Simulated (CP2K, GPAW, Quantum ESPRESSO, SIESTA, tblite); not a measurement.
# Running amorphous carbon (160 atoms) with SIESTA, part 2 of 2

Wanted: SIESTA inputs and outputs for amorphous carbon (160 atoms), checked against a plane-wave reference.

Program: SIESTA 5.4.2; the method stands at each step. Banners, paths, timers and routine set-up lines are dropped from the logs unmarked, and long logs keep their key lines alone; longer cuts are marked. The potentials were converted by us to PSML.

So far. Step 3 (PBE, SZ, shift 0.01 Ry, mesh 300 Ry): Against the first run (13 %), the force difference from the reference is 52 %, at 0.15 times the CPU time (on 1 against 4 cores), with 640 basis functions against 2080: the smaller basis costs accuracy. Step 4 (VdW-DF2, PBE potentials, DZP, shift 0.01 Ry, mesh 300 …): Against the first run (13 %), the force difference from the reference is 12 %, at 1.5 times the CPU time; the model has changed, so this is no error of the program alone.

## 5. PBE, DZ, shift 0.01 Ry, mesh 300 Ry

Method: Kohn-Sham DFT, PBE, PseudoDojo 0.4.1 norm-conserving pseudopotentials (converted to PSML), numerical atomic orbitals (DZ), diagonalisation.

input.fdf reads:

```
SystemLabel cell
NumberOfAtoms 160
NumberOfSpecies 1
%block ChemicalSpeciesLabel
  1 6 C
%endblock ChemicalSpeciesLabel
LatticeConstant 1.0 Ang
%block LatticeVectors
  9.92200 0.00000 0.00000
  0.00000 9.92200 0.00000
  0.00000 0.00000 9.92200
%endblock LatticeVectors
PAO.BasisSize DZ
PAO.EnergyShift 0.01 Ry
XC.Functional GGA
XC.Authors PBE
MeshCutoff 300 Ry
%block kgrid_Monkhorst_Pack
  1 0 0 0.0
  0 1 0 0.0
  0 0 1 0.0
%endblock kgrid_Monkhorst_Pack
SolutionMethod diagon
OccupationFunction FD
ElectronicTemperature 580 K
SCF.Mixer.Method Pulay
SCF.Mixer.Weight 0.05
SCF.Mixer.History 8
SCF.Mix Hamiltonian
MaxSCFIterations 300
SCF.DM.Tolerance 1e-04
SCF.H.Tolerance 1.0e-3 eV
WriteForces T
Write.HirshfeldPop T
Write.VoronoiPop T
Write.DM F
Write.H F
XML.Write F
AtomicCoordinatesFormat Fractional
%block AtomicCoordinatesAndAtomicSpecies
[... 160 atom lines left out: the same atoms as in the first run ...]
%endblock AtomicCoordinatesAndAtomicSpecies
```

Launch:

```bash
OMP_NUM_THREADS=1 mpirun -np 2 siesta < input.fdf > output.txt
```

The program printed:

```text
Version         : 5.4.2
reinit: System Name:
reinit: System Label: cell
initatom: Reading input for the pseudopotentials and atomic orbitals ----------
Species number:   1 Atomic number:    6 Label: C
Ground state valence configuration (from tables):   2s02  2p02  3d00  4f00
---- Processing specs for species: C
GGA--PBE XC_GGA_X_PBE--XC_GGA_C_PBE pb
[... lines left out ...]
        iscf     Eharris(eV)        E_KS(eV)     FreeEng(eV)     dDmax    Ef(eV) dHmax(eV)
[... lines left out ...]
SCF Convergence by DM+H criterion
[... lines left out ...]
SCF cycle converged after 21 iterations
[... lines left out ...]
   Max    7.674630
[... lines left out ...]
   Max    7.674630    constrained
Stress tensor Voigt[x,y,z,yz,xz,xy] (kbar):     -818.76     -795.37     -756.90      -94.53      -44.33      -44.19
[... lines left out ...]
siesta: FreeEng =    -25957.694393
[... lines left out ...]
siesta:         Fermi =      -4.486428
[... lines left out ...]
siesta:    -0.027579   -0.496432   -0.059002
siesta:    -0.027668   -0.059002   -0.472419
siesta: Cell volume =        976.782045 Ang**3
siesta: Pressure (static):
siesta:                Solid            Molecule  Units
siesta:           0.00537264          0.00619740  Ry/Bohr**3
siesta:           0.49329291          0.56901881  eV/Ang**3
siesta:         790.34236920        911.66863447  kBar
    Orbital volume contribution        =          40.840927 eV
    (Free)E + p_basis*V_orbitals       =      -25916.853466 eV
    (Free)Eharris+ p_basis*V_orbitals  =      -25916.853467 eV
Hirshfeld Atomic Populations:
Atom #   charge [q] valence [e]  Species
     1    -0.007179    4.007179  C
     2    -0.011382    4.011382  C
     3     0.011584    3.988416  C
[...]
--------------------
 Total    -0.000012
Voronoi Atomic Populations:
Atom #   charge [q] valence [e]  Species
[...]
159     0.009375    3.990625  C
   160     0.004659    3.995341  C
--------------------
 Total    -0.000013
```

Wall time 2.1 min (2 MPI ranks of Arm Neoverse V1, shared host); peak memory 1.2 GiB; 4.3 min of CPU time.

Numbers from this run, and their distance from the reference:

| Quantity | Value |
| --- | --- |
| r.m.s. force component | 2.156 eV/Å |
| r.m.s. difference of force components | 309 meV/Å |
| longest difference of force vectors | 1003 meV/Å |
| force difference over r.m.s. force | 16.21 % |
| slope of forces against the reference's | 1.127 |
| correlation of force components | 0.996 |
| pressure | 79.03 GPa |
| pressure difference | 16.14 GPa |

This is a coarse setting, run to see what it loses.

Against the first run (13 %), the force difference from the reference is 16 %, at 0.28 times the CPU time (on 2 against 4 cores), with 1280 basis functions against 2080: the smaller basis costs accuracy.

## 6. Side by side

Differences are against the plane-wave reference, forces as r.m.s. over components; share is that over the reference's r.m.s. force, slope the least-squares factor from reference forces to these. Total energies of different programs have different zeros and aren't compared.

```csv
run,"Δ force, r.m.s. (meV/Å)",share (%),slope,Δ pressure (GPa),cores,CPU time,memory (GiB)
reference,-,-,-,-,4,10 min,3.8
"SIESTA PBE, DZP, shift 0.01 Ry, mesh 300 Ry",246,12.9,1.073,11.1,4,15 min,2.7
"SIESTA PBE, SZ, shift 0.01 Ry, mesh 300 Ry (coarse)",989,51.9,1.304,34.4,1,2.3 min,0.72
"SIESTA vdW-DF2, PBE potentials, DZP, shift 0.01 Ry, mesh 300 Ry",230,12.0,1.076,28.0,4,24 min,3.1
"SIESTA PBE, DZ, shift 0.01 Ry, mesh 300 Ry (coarse)",309,16.2,1.127,16.1,2,4.3 min,1.2
```

Rows marked coarse were listed beforehand as settings not expected to be converged; some can still land near the reference.

CPU time is summed over cores on a shared host, where runs went side by side, so it is rough. Symmetry, cutoffs, thresholds, outputs and thread counts weren't matched or tuned between programs; memory under MPI is the largest rank's times the ranks.

## 7. Outcome

* nearest in forces: SIESTA vdW-DF2, PBE potentials, DZP, shift 0.01 Ry, mesh 300 Ry, 12 %
* its CPU time: 24 min

What this shows: The PBE run in local orbitals, coarse settings apart, differs by 13 % (SIESTA PBE, DZP, shift 0.01 Ry, mesh 300 Ry); basis, grid and potentials can all enter. Rows with another functional or a dispersion term differ by 12 % (SIESTA vdW-DF2, PBE potentials, DZP, shift 0.01 Ry, mesh 300 Ry), which mixes the change of model with differences of basis and potentials, some of them made for another functional. Runs with settings chosen to be coarse differ by 16 % (SIESTA PBE, DZ, shift 0.01 Ry, mesh 300 Ry) to 52 % (SIESTA PBE, SZ, shift 0.01 Ry, mesh 300 Ry), their programs' other errors included. Of the electronic-structure runs that take under half the reference's CPU time, SIESTA PBE, DZ, shift 0.01 Ry, mesh 300 Ry comes nearest, at 16 % in 4.3 min against 10 min; its pressure misses by +16.1 GPa. SIESTA PBE, DZ, shift 0.01 Ry, mesh 300 Ry stiffens the forces by a factor of 1.13 while following their directions (correlation 0.996); the slopes of the 4 SIESTA runs lie between 1.07 and 1.30. In pressure, SIESTA PBE, SZ, shift 0.01 Ry, mesh 300 Ry misses by +34.4 GPa, at the same functional. The reference's pressure holds the uncorrected Pulay stress of its 45 Ry basis, so small pressure differences, and their order, may be the reference's own error. The quench rate of 500 K/ps is many orders above laboratory rates, so the cell is likely richer in defects and strain than a real sample. The network of bonds at the start is that of the classical potential that made the cell, and needn't be the one that DFT or experiment would give. The reference's stress is far from hydrostatic: its diagonal is 65.0, 63.6, 60.0 GPa, compression counted positive. The electronic-structure runs sample only Γ, in a cell whose shortest periodic width is 10 Å, which is coarse for a cell with partly filled levels.

[Also dropped from logs without a mark: logging warnings of Python, and SIESTA's first energy breakdown and zero terms.]

[Logs are printed without paths, hosts, clocks, repeated set-up lines and the standing remarks that a program may print on its own settings, such as how far it seeks lower states.]

[Hosts, paths, dates, database ids (printed as entryN), source tags and the programs' standing remarks are cut or masked in the printed files.]
